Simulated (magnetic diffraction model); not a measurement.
# Moment size from magnetic intensity in DyLu₄TaNi₂

Space group I4/mcm (no. 140), a = 7.3040 Å, c = 12.4410 Å.

| site | atom | x | y | z |
| --- | --- | --- | --- | --- |
| 4a | Ta | 1/2 | 1/2 | 1/4 |
| 16l | Lu | 0.1544 | 0.6544 | 0.1332 |
| 4c | Dy | 0 | 0 | 0 |
| 8h | Ni | 0.8715 | 0.6285 | 0 |

This is a made-up structure (elements placed in a structure type, unrelaxed), so the numbers test the method and describe no known phase.

Only Dy is taken to order (form factors of Dy3+); orders and moment sizes are assumed, and not adapted to the symmetry. Radiation: neutrons of λ = 2.567 Å (absorption by Dy left out), 1.5° to 85°; isotropic B of 0.48 Å² (Ta), 0.38 Å² (Lu), 0.48 Å² (Dy) and 0.56 Å² (Ni). Simulated constant-wavelength pattern: nuclear and magnetic terms add, the magnetic one as |2.695 fm × Σ f S⊥ exp(2πi Q·r) exp(−B s²)|², summed over all Q at one angle with the factor 1/(sin²θ cos θ). For a modulated order the moment at position r is S exp(−2πi k·r) + c.c., with S = m/2 for a sine wave of amplitude m and S = m(u + iv)/2 for moments turning in a plane, u and v being orthogonal unit vectors in it; the phase factor of the sum at Q = H + k is then exp(2πi H·r). Free-ion form factors, Sears's scattering lengths of 1992, no absorption; a label names one of the reflections at its angle. The strongest nuclear line in the range is 100, and lines under 0.2 are left out.

In a first state the assumed order is k = (0 1/6 0), moments turning in the plane of [010] and [001], 9.1 μB on Dy; signs + at (0, 0, 0), − at (1/2, 1/2, 0), with this pattern:

```csv
2θ (°),index,nuclear,magnetic
20.64,(0 5/6 1),0.0,23.7
23.76,(1 1/6 1),0.0,61.3
23.82,(0 0 2),47.5,0.0
26.54,(0 7/6 1),0.0,14.1
28.78,(1 1 0),1.9,0.0
40.05,(0 5/6 3),0.0,6.0
41.15,(2 0 0),6.9,0.0
41.85,(1 1/6 3),0.0,13.5
43.59,(0 7/6 3),0.0,5.0
44.82,(1 11/6 1),0.0,11.4
46.47,(2 5/6 1),0.0,15.6
48.10,(2 0 2),6.9,0.0
48.74,(0 0 4),4.2,0.0
49.64,(2 7/6 1),0.0,12.8
51.17,(1 13/6 1),0.0,8.2
57.38,(1 11/6 3),0.0,6.3
```
(The table stops after 16 lines; 32 more lie at higher angle.)

**Question.** Nearer the ordering temperature the line at 23.76° has total intensity 5.5 on the same scale, and all moments have shrunk alike. How large is the Dy moment?

The nuclear part, 0.0, stays, so the magnetic part is 5.5 against 61.3. It goes as m², so m = 9.1 × √(5.5/61.3) = 2.73 μB; the value used was 2.73 μB.

[Logs are printed without paths, hosts, clocks, repeated set-up lines and the standing remarks that a program may print on its own settings, such as how far it seeks lower states.]
